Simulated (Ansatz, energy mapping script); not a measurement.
# NiO in the rock-salt structure: J from the energies of magnetic orders, part 2 of 2

Wanted: the magnetic order of NiO in the rock-salt structure, its couplings and an estimate of its ordering temperature, by LDA+U (7.2 eV).

LDA with U = 7.2 eV on Ni d, ortho-atomic projectors; plane waves, U on orthogonalised atomic orbitals unless named otherwise, collinear spin, no spin–orbit coupling.

So far. Step 4 (Run 2 (compensated +−; cell A, 4 atoms)): The run ends antiferromagnetic, 104.45 meV a magnetic atom below the parallel order of its cell. Step 5 (Parallel start in cell B (4 atoms)): The run ends ferromagnetic. For each magnetic atom its energy differs from the parallel run of the first cell by 0.05 meV, an error that one common reference would have brought in.

### Step 6. Compensated +− start in cell B (4 atoms)

This order reverses 8 of the 12 neighbours at 2.97 Å, 0 of the 6 neighbours at 4.20 Å and 16 of the 24 neighbours at 5.15 Å, counted for an average magnetic atom.

Contents of input.yaml:

```yaml
crystal:
  lattice:
    - [0.0, -2.10134405, -2.10134405]
    - [0.0, 2.10134405, -2.10134405]
    - [4.2026881, 0.0, 0.0]
  atoms:
    - { symbol: Ni, position: [0.5, 0.5, 0.5], spin: 2.0 }
    - { symbol: Ni, position: [0.0, 0.0, 0.0], spin: -2.0 }
    - { symbol: O, position: [0.5, 0.5, 0.0] }
    - { symbol: O, position: [0.0, 0.0, 0.5] }
magnetization:
  spin_polarized: true
kpoints:
  mp_grid: { grid: [9, 9, 7] }
hamiltonian:
  xc: lda
  hubbard:
    sites:
      - { species: Ni, l: d, u_eff: 7.2 }
      - { site: 0, l: d, u_eff: 7.2, starting_ns: [{ spin: up, occupation_matrix: ni1_major }, { spin: down, occupation_matrix: ni1_minor }] }
      - { site: 1, l: d, u_eff: 7.2, starting_ns: [{ spin: up, occupation_matrix: ni1_minor }, { spin: down, occupation_matrix: ni1_major }] }
    projectors: ortho-atomic
    occupation_matrices:
      ni1_major:
        matrix:
          - [0.998, 0.0, 0.0, 0.0, 0.0]
          - [0.0, 0.999, 0.0, 0.0, 0.0]
          - [0.0, 0.0, 0.999, 0.0, 0.0]
          - [0.0, 0.0, 0.0, 0.998, 0.0]
          - [0.0, 0.0, 0.0, 0.0, 0.999]
      ni1_minor:
        matrix:
          - [0.15, 0.0, 0.0, 0.0, 0.0]
          - [0.0, 0.997, 0.0, 0.0, 0.0]
          - [0.0, 0.0, 0.997, 0.0, 0.0]
          - [0.0, 0.0, 0.0, 0.15, 0.0]
          - [0.0, 0.0, 0.0, 0.0, 0.997]
scf:
  occupations: { method: fermi_dirac, width: 0.05 }
output:
  eigenvalues: true
```

Launch:

```bash
ansatz run input.yaml --threads 4 --pin off --max-ram 8192MiB --backend cpu --events-out ev --progress --plain --runs-dir out
```

Numbers of over 12 decimals in the logs are rounded to 6 here.

Output:

```text
[...]
Crystal: 4 atoms, lattice volume = 37.115 Å³
Basis set: ecut = 420 eV, 699 PW (Γ)
Bands: 32, of which v1, the nominal top of the filled ones, is band 24 counted from 1 (23 counted from 0)
Symmetry: 16 space group operations
[...]
k-points: 60 of 567
[...]
Starting moments: Σ|m| = 4 μB on 2 of 4 sites
[...]
k-point 1 ↑: bands = [... 20 lower, 10.2282, 11.0633, 11.4422, 11.4422, 15.0360, 15.3292, 15.9011, 19.6742, ... 4 higher]
  k-point 2 ↑: bands = [... 20 lower, 10.6353, 10.6353, 11.4116, 11.4116, 15.0338, 15.4412, 17.2481, 20.0136, ... 4 higher]
  k-point 59 ↓: bands = [... 20 lower, 9.6973, 9.9601, 10.0420, 11.0827, 15.5585, 16.0779, 21.6410, 22.1255, ... 4 higher]
Occupation matrices written to <dir>
[key lines of the parts left out:]
SCF converged after 14 iterations
Magnetization: 0.0000 μB (24.0000 up, 24.0000 down)
Free energy (F): -12651.023058 eV
Fermi energy:    14.027438 eV
```

Elapsed: 3.1 s, on 4 threads of Arm Neoverse V1, shared host; peak memory 0.39 GiB; 9.6 s of CPU time.

The run ends antiferromagnetic, 13.52 meV a magnetic atom above the parallel order of its cell.

### Step 7. Order 5: parallel, cell C of 6 atoms

A new cell needs its own zero of energy.

Contents of input.yaml:

```yaml
crystal:
  lattice:
    - [0.0, -2.10134405, -2.10134405]
    - [-4.2026881, 0.0, 0.0]
    - [2.10134405, 4.2026881, -2.10134405]
  atoms:
    - { symbol: Ni, position: [0.666666667, 0.666666667, 0.333333333], spin: 2.0 }
    - { symbol: Ni, position: [0.333333333, 0.333333333, 0.666666667], spin: 2.0 }
    - { symbol: Ni, position: [0.0, 0.0, 0.0], spin: 2.0 }
    - { symbol: O, position: [0.666666667, 0.166666667, 0.333333333] }
    - { symbol: O, position: [0.333333333, 0.833333333, 0.666666667] }
    - { symbol: O, position: [0.0, 0.5, 0.0] }
magnetization:
  spin_polarized: true
kpoints:
  mp_grid: { grid: [10, 10, 10] }
hamiltonian:
  xc: lda
  hubbard:
    sites:
      - { species: Ni, l: d, u_eff: 7.2 }
      - { site: 0, l: d, u_eff: 7.2, starting_ns: [{ spin: up, occupation_matrix: ni1_major }, { spin: down, occupation_matrix: ni1_minor }] }
      - { site: 1, l: d, u_eff: 7.2, starting_ns: [{ spin: up, occupation_matrix: ni1_major }, { spin: down, occupation_matrix: ni1_minor }] }
      - { site: 2, l: d, u_eff: 7.2, starting_ns: [{ spin: up, occupation_matrix: ni1_major }, { spin: down, occupation_matrix: ni1_minor }] }
    projectors: ortho-atomic
    occupation_matrices:
      ni1_major:
        matrix:
          - [0.998, 0.0, 0.0, 0.0, 0.0]
          - [0.0, 0.999, 0.0, 0.0, 0.0]
          - [0.0, 0.0, 0.999, 0.0, 0.0]
          - [0.0, 0.0, 0.0, 0.998, 0.0]
          - [0.0, 0.0, 0.0, 0.0, 0.999]
      ni1_minor:
        matrix:
          - [0.15, 0.0, 0.0, 0.0, 0.0]
          - [0.0, 0.997, 0.0, 0.0, 0.0]
          - [0.0, 0.0, 0.997, 0.0, 0.0]
          - [0.0, 0.0, 0.0, 0.15, 0.0]
          - [0.0, 0.0, 0.0, 0.0, 0.997]
scf:
  occupations: { method: fermi_dirac, width: 0.05 }
output:
  eigenvalues: true
```

Output:

```text
[...]
Crystal: 6 atoms, lattice volume = 55.673 Å³
Basis set: ecut = 420 eV, 1089 PW (Γ)
Bands: 47, of which v1, the nominal top of the filled ones, is band 36 counted from 1 (35 counted from 0)
Symmetry: 24 space group operations
[...]
k-points: 171 of 1000
[...]
Starting moments: Σ|m| = 6 μB on 3 of 6 sites
[...]
k-point 1 ↑: bands = [... 32 lower, 9.6492, 9.9732, 11.0405, 11.2171, 11.3093, 11.4175, 12.3749, 15.3368, ... 7 higher]
  k-point 2 ↑: bands = [... 32 lower, 9.6974, 10.3218, 10.6377, 10.8673, 11.2058, 11.5529, 12.6741, 15.9574, ... 7 higher]
  k-point 170 ↓: bands = [... 32 lower, 10.4727, 15.5363, 16.0318, 16.2848, 16.6136, 16.7653, 16.9309, 20.1555, ... 7 higher]
Occupation matrices written to <dir>
[key lines of the parts left out:]
SCF converged after 14 iterations
Magnetization: 6.0000 μB (39.0000 up, 33.0000 down)
Free energy (F): -18976.575158 eV
Fermi energy:    13.909600 eV
```

Elapsed: 29 s, on 4 threads; peak memory 0.93 GiB; 98 s of CPU time.

The run ends ferromagnetic. For each magnetic atom its energy differs from the parallel run of the first cell by 0.04 meV, an error that one common reference would have brought in.

### Step 8. Uncompensated ++− start in cell C (6 atoms)

This order reverses 6.67 of the 12 neighbours at 2.97 Å, 2.67 of the 6 neighbours at 4.20 Å and 8 of the 24 neighbours at 5.15 Å, counted for an average magnetic atom.

input.yaml, as its differences from that of step 7:

```diff
@@ -8,3 +8,3 @@
     - { symbol: Ni, position: [0.333333333, 0.333333333, 0.666666667], spin: 2.0 }
-    - { symbol: Ni, position: [0.0, 0.0, 0.0], spin: 2.0 }
+    - { symbol: Ni, position: [0.0, 0.0, 0.0], spin: -2.0 }
     - { symbol: O, position: [0.666666667, 0.166666667, 0.333333333] }
@@ -23,3 +23,3 @@
       - { site: 1, l: d, u_eff: 7.2, starting_ns: [{ spin: up, occupation_matrix: ni1_major }, { spin: down, occupation_matrix: ni1_minor }] }
-      - { site: 2, l: d, u_eff: 7.2, starting_ns: [{ spin: up, occupation_matrix: ni1_major }, { spin: down, occupation_matrix: ni1_minor }] }
+      - { site: 2, l: d, u_eff: 7.2, starting_ns: [{ spin: up, occupation_matrix: ni1_minor }, { spin: down, occupation_matrix: ni1_major }] }
     projectors: ortho-atomic
```

Output:

```text
[...]
Crystal: 6 atoms, lattice volume = 55.673 Å³
Basis set: ecut = 420 eV, 1089 PW (Γ)
Bands: 47, of which v1, the nominal top of the filled ones, is band 36 counted from 1 (35 counted from 0)
Symmetry: 8 space group operations
[...]
k-points: 171 of 1000
[...]
Starting moments: Σ|m| = 6 μB on 3 of 6 sites
[...]
k-point 1 ↑: bands = [... 32 lower, 10.2949, 11.1174, 11.3088, 11.4026, 12.0030, 15.4246, 15.4656, 15.9602, ... 7 higher]
  k-point 2 ↑: bands = [... 32 lower, 10.5859, 10.6981, 11.3084, 11.4420, 12.0781, 15.4228, 16.0102, 16.0826, ... 7 higher]
  k-point 170 ↓: bands = [... 32 lower, 10.3564, 11.5539, 12.2335, 15.7952, 16.3315, 16.3798, 16.8338, 20.0411, ... 7 higher]
Occupation matrices written to <dir>
[key lines of the parts left out:]
SCF converged after 13 iterations
Magnetization: 2.0000 μB (37.0000 up, 35.0000 down)
Free energy (F): -18976.710223 eV
Fermi energy:    13.927429 eV
```

Run time: 29 s. Hardware: 4 threads; peak memory 0.94 GiB.

The run ends ferrimagnetic, 45.02 meV a magnetic atom below the parallel order of its cell.

### Step 9. Order 7: parallel, cell D of 6 atoms

The parallel order again, as the reference for this cell.

This run holds the same structure in another cell (b 4.203 → 2.972 Å, c 5.147 → 7.279 Å, α 114.1 → 90.0°, β 106.8 → 90.0°, γ 90.0 → 120.0°).

Contents of input.yaml:

```yaml
crystal:
  lattice:
    - [0.0, 2.10134405, 2.10134405]
    - [-2.10134405, 0.0, -2.10134405]
    - [-4.2026881, -4.2026881, 4.2026881]
  atoms:
    - { symbol: Ni, position: [0.0, 0.0, 0.0], spin: 2.0 }
    - { symbol: Ni, position: [0.333333333, 0.666666667, 0.666666667], spin: 2.0 }
    - { symbol: Ni, position: [0.666666667, 0.333333333, 0.333333333], spin: 2.0 }
    - { symbol: O, position: [0.666666667, 0.333333333, 0.833333333] }
    - { symbol: O, position: [0.0, 0.0, 0.5] }
    - { symbol: O, position: [0.333333333, 0.666666667, 0.166666667] }
magnetization:
  spin_polarized: true
kpoints:
  mp_grid: { grid: [11, 11, 4] }
hamiltonian:
  xc: lda
  hubbard:
    sites:
      - { species: Ni, l: d, u_eff: 7.2 }
      - { site: 0, l: d, u_eff: 7.2, starting_ns: [{ spin: up, occupation_matrix: ni1_major }, { spin: down, occupation_matrix: ni1_minor }] }
      - { site: 1, l: d, u_eff: 7.2, starting_ns: [{ spin: up, occupation_matrix: ni1_major }, { spin: down, occupation_matrix: ni1_minor }] }
      - { site: 2, l: d, u_eff: 7.2, starting_ns: [{ spin: up, occupation_matrix: ni1_major }, { spin: down, occupation_matrix: ni1_minor }] }
    projectors: ortho-atomic
    occupation_matrices:
      ni1_major:
        matrix:
          - [0.998, 0.0, 0.0, 0.0, 0.0]
          - [0.0, 0.999, 0.0, 0.0, 0.0]
          - [0.0, 0.0, 0.999, 0.0, 0.0]
          - [0.0, 0.0, 0.0, 0.998, 0.0]
          - [0.0, 0.0, 0.0, 0.0, 0.999]
      ni1_minor:
        matrix:
          - [0.15, 0.0, 0.0, 0.0, 0.0]
          - [0.0, 0.997, 0.0, 0.0, 0.0]
          - [0.0, 0.0, 0.997, 0.0, 0.0]
          - [0.0, 0.0, 0.0, 0.15, 0.0]
          - [0.0, 0.0, 0.0, 0.0, 0.997]
scf:
  occupations: { method: fermi_dirac, width: 0.05 }
output:
  eigenvalues: true
```

Output:

```text
[...]
Crystal: 6 atoms, lattice volume = 55.673 Å³
Basis set: ecut = 420 eV, 1057 PW (Γ)
Bands: 47, of which v1, the nominal top of the filled ones, is band 36 counted from 1 (35 counted from 0)
Symmetry: 36 space group operations
[...]
k-points: 58 of 484
[...]
Starting moments: Σ|m| = 6 μB on 3 of 6 sites
[...]
k-point 1 ↑: bands = [... 32 lower, 10.7732, 11.3554, 11.3554, 12.1375, 12.1375, 12.8279, 12.8279, 15.6278, ... 7 higher]
  k-point 2 ↑: bands = [... 32 lower, 9.9827, 11.7027, 11.7027, 11.7027, 11.7027, 12.9305, 12.9305, 16.7398, ... 7 higher]
  k-point 57 ↓: bands = [... 32 lower, 10.3656, 15.6642, 15.6642, 15.9730, 16.2426, 16.2426, 16.5337, 21.9609, ... 7 higher]
Occupation matrices written to <dir>
[key lines of the parts left out:]
SCF converged after 14 iterations
Magnetization: 6.0000 μB (39.0000 up, 33.0000 down)
Free energy (F): -18976.575263 eV
Fermi energy:    13.913233 eV
```

Run time: 12 s. Hardware: 4 threads; peak memory 0.53 GiB.

The run ends ferromagnetic. For each magnetic atom its energy differs from the parallel run of the first cell by 0.01 meV, an error that one common reference would have brought in.

### Step 10. Uncompensated ++− start in cell D (6 atoms)

This order reverses 4 of the 12 neighbours at 2.97 Å, 4 of the 6 neighbours at 4.20 Å and 12 of the 24 neighbours at 5.15 Å, counted for an average magnetic atom.

input.yaml, as its differences from that of step 9:

```diff
@@ -8,3 +8,3 @@
     - { symbol: Ni, position: [0.333333333, 0.666666667, 0.666666667], spin: 2.0 }
-    - { symbol: Ni, position: [0.666666667, 0.333333333, 0.333333333], spin: 2.0 }
+    - { symbol: Ni, position: [0.666666667, 0.333333333, 0.333333333], spin: -2.0 }
     - { symbol: O, position: [0.666666667, 0.333333333, 0.833333333] }
@@ -23,3 +23,3 @@
       - { site: 1, l: d, u_eff: 7.2, starting_ns: [{ spin: up, occupation_matrix: ni1_major }, { spin: down, occupation_matrix: ni1_minor }] }
-      - { site: 2, l: d, u_eff: 7.2, starting_ns: [{ spin: up, occupation_matrix: ni1_major }, { spin: down, occupation_matrix: ni1_minor }] }
+      - { site: 2, l: d, u_eff: 7.2, starting_ns: [{ spin: up, occupation_matrix: ni1_minor }, { spin: down, occupation_matrix: ni1_major }] }
     projectors: ortho-atomic
```

Output:

```text
[...]
Crystal: 6 atoms, lattice volume = 55.673 Å³
Basis set: ecut = 420 eV, 1057 PW (Γ)
Bands: 47, of which v1, the nominal top of the filled ones, is band 36 counted from 1 (35 counted from 0)
Symmetry: 12 space group operations
[...]
k-points: 58 of 484
[...]
Starting moments: Σ|m| = 6 μB on 3 of 6 sites
[...]
k-point 1 ↑: bands = [... 32 lower, 10.8649, 11.5504, 11.5504, 12.4848, 12.4848, 15.7270, 16.0418, 16.0418, ... 7 higher]
  k-point 2 ↑: bands = [... 32 lower, 10.7746, 11.7888, 11.7888, 12.3322, 12.3322, 16.0537, 16.0537, 16.7808, ... 7 higher]
  k-point 57 ↓: bands = [... 32 lower, 10.2373, 11.1171, 11.2331, 15.7354, 15.8942, 16.0668, 16.3436, 21.8250, ... 7 higher]
Occupation matrices written to <dir>
[key lines of the parts left out:]
SCF converged after 14 iterations
Magnetization: 2.0000 μB (37.0000 up, 35.0000 down)
Free energy (F): -18976.793599 eV
Fermi energy:    13.864029 eV
```

It took 9.9 s on 4 threads; peak memory 0.54 GiB.

The run ends ferrimagnetic, 72.78 meV a magnetic atom below the parallel order of its cell.

### Step 11. Mapping onto a Heisenberg model

Each energy difference is a sum of couplings weighted by the pairs that the order reverses. A few near shells are fitted to the differences by least squares. Energies are those extrapolated to zero occupation width, not the free energies F.

The orders side by side; each is measured from the parallel order in the same cell and on the same mesh:

```csv
order,atoms,energy (meV a magnetic atom),moments (μB),moments kept as typed,"opposed neighbours at 2.97, 4.20, 5.15 Å"
parallel in cell A,4,0.00,1.71,yes,"0, 0, 0"
compensated +− in cell A,4,-104.45,1.65,yes,"6, 6, 12"
parallel in cell B,4,0.00,1.71,yes,"0, 0, 0"
compensated +− in cell B,4,13.52,1.72,yes,"8, 0, 16"
parallel in cell C,6,0.00,1.71,yes,"0, 0, 0"
uncompensated ++− in cell C,6,-45.02,1.67 to 1.69,yes,"6.67, 2.67, 8"
parallel in cell D,6,0.00,1.71,yes,"0, 0, 0"
uncompensated ++− in cell D,6,-72.78,1.65 to 1.68,yes,"4, 4, 12"
```

The Heisenberg fit (each pair counts twice, positive J is ferromagnetic):

```csv
pair,distance (Å),neighbours,J (meV)
Ni–Ni,2.97,12,0.465
Ni–Ni,4.20,6,-9.71
Ni–Ni,5.15,24,0.159
```

These orders cannot tell some unfitted shells from fitted ones: the value at 2.97 Å holds J(2.97) + 4 J(7.86); other unfitted shells add to the values wholly or in part.

Adding the shell at 5.94 Å gives 0.84, -9.5, 0.0047 and -0.40 meV and a mean-field temperature of 406 K, an exact solve that tests nothing.

In mean field these couplings order at 451 K, at q = (0.50, 0.50, 0.50) in fractions of the conventional cell's reciprocal vectors, and give a Curie–Weiss temperature of -378 K.

### Step 12. Finite temperature

Mean field ignores fluctuations and overstates the ordering temperature, so the model is also sampled. The heat capacity peaks where order sets in.

Classical unit spins with these couplings on 8×8×4 copies of a cell that holds the lowest order (512 spins), heat-bath sweeps, cooled from random directions, 1009 sweeps to settle and 3027 measured at each temperature, averaged over 4 runs.

```
T (K)  order along the lowest pattern  net moment  heat capacity (k_B a spin)
 54.1                            0.52        0.01                        1.01
 92.5                            0.42        0.01                        1.10
  150                            0.40        0.01                        1.18
  188                            0.37        0.02                        1.27
  227                            0.33        0.02                        1.35
  284                            0.28        0.02                        1.71
  304                            0.27        0.02                        1.91
  323                            0.23        0.02                        1.84
  361                            0.17        0.03                        1.32
  400                            0.12        0.03                        0.72
  457                            0.10        0.03                        0.37
  496                            0.08        0.03                        0.28
```

The smoothed heat capacity peaks at 309 K. The order column follows one pattern alone; equivalent domains or another pattern share the rest.

### Step 13. Beside the first set of runs

The first set of orders, under LDA+U (1.2 eV), took 6.5 min of CPU time summed over its finished orders (seed run apart), these 5.9 min.

```
                           quantity  this set  first set
                   J at 2.97 Å, meV     0.465       1.74
                   J at 4.20 Å, meV     -9.71      -25.4
                   J at 5.15 Å, meV     0.159      0.351
ordering temperature, mean field, K       451       1180
 heat-capacity peak, Monte Carlo, K       309        809
```

The coupling that led in the first set goes from -25.4 to -9.71 meV.

### Step 14. Results

```yaml
lowest_order_tried: compensated +− in cell A
largest_fitted_value_a_combination_of_shells_ni_ni_at_4p20_a: -9.71 meV
ordering_temperature_mean_field: 451 K
heat_capacity_peak_monte_carlo: 309 K
```

**Reading.** Of the orders tried, NiO in the rock-salt structure prefers the order “compensated +− in cell A” under LDA+U (7.2 eV), with 6 of 12 neighbours at 2.97 Å, 6 of 6 neighbours at 4.20 Å and 12 of 24 neighbours at 5.15 Å opposed, and the heat capacity of the fitted model peaks near 309 K (Monte Carlo, classical spins). The coupling at 4.20 Å is 0.38 times that of the first set, at 0.91 times the CPU time. The largest fitted coupling is the Ni–Ni pair at 4.20 Å, antiferromagnetic at -9.7 meV, across a ligand at about 180°. The straight metal–ligand–metal path outweighs the right-angled one, the pattern expected of superexchange through one ligand p orbital, which these runs do not test. The orders also reverse pairs at 5.94 Å, which are not fitted, so the fitted values hold their part too. With 4 differences for 3 couplings the fit misses by 2.7 meV at most, a small part of the spread. In the fitted orders moments change by up to 3.7 % against the parallel run of the same cell, so their size stays put. Monte Carlo puts the peak at 0.69 of the mean-field temperature, since mean field leaves out fluctuations. In tests on simple cubic and body-centred models such peaks lay 5 to 6 % under the bulk value. On cooling, the order along the one computed pattern stays at or under 0.52: the model settles in an equivalent domain, a degenerate mixture or another order. The parallel order holds 2 μB a magnetic atom, spin 1; the common factor (S+1)/S would raise the classical 309 K to 618 K, a correction that often overshoots. The classical value and the one scaled by (S+1)/S differ by a factor of 2, so closeness of either to the measured temperature is partly a matter of convention. The cell was built from a prototype and relaxed; a distortion that needs a larger cell, or another structure that the compound may prefer, is not captured.

1 further run of the session is left out of this account and of its counts and ranges: runs hit by known faults of a program or its files, repeats, responses too ill-conditioned to give a U, cells squeezed past sense, harmless faults, or fits whose shells could not be counted again from the structure.

Calculation against experiment:

| quantity | measured | PBEsol+U | LDA+U (7.2 eV), Monte Carlo | LDA+U (7.2 eV), Monte Carlo × (S+1)/S |
| --- | --- | --- | --- | --- |
| lattice constant a (Å) | 4.177 | 4.203 (+0.6 %) | - | - |
| ordering temperature (spin model) (K) | 524 | - | 309 (-41.1 %) | 618 (+17.9 %) |

Measured values from pmc:4977526 (2016) and arxiv:cond-mat/0609101 (2006).

Verdict: The lattice constant a is off by +0.6 %. The ordering temperature is off by -41.1 % at LDA+U (7.2 eV), Monte Carlo: a clear miss. Of the levels listed, nearest comes LDA+U (7.2 eV), Monte Carlo × (S+1)/S (+17.9 %). A U picked for its result is no test. The grades are ours: good and fair within 0.7 and 1.5 % for the lattice constant a. For lattice constants the calculation has a static lattice, without zero-point motion or thermal expansion.

[Logs and program files are shortened in this print: banners, set-up blocks, solver, clock and traceback lines can be left out without a mark of their own.]

[Logs are printed without paths, hosts, clocks, repeated set-up lines and the standing remarks that a program may print on its own settings, such as how far it seeks lower states.]

[Hosts, paths, dates, database ids (printed as entryN), source tags and the programs' standing remarks are cut or masked in the printed files.]

[Where a cell is said to come from a database of computed structures, the database is the Materials Project.]
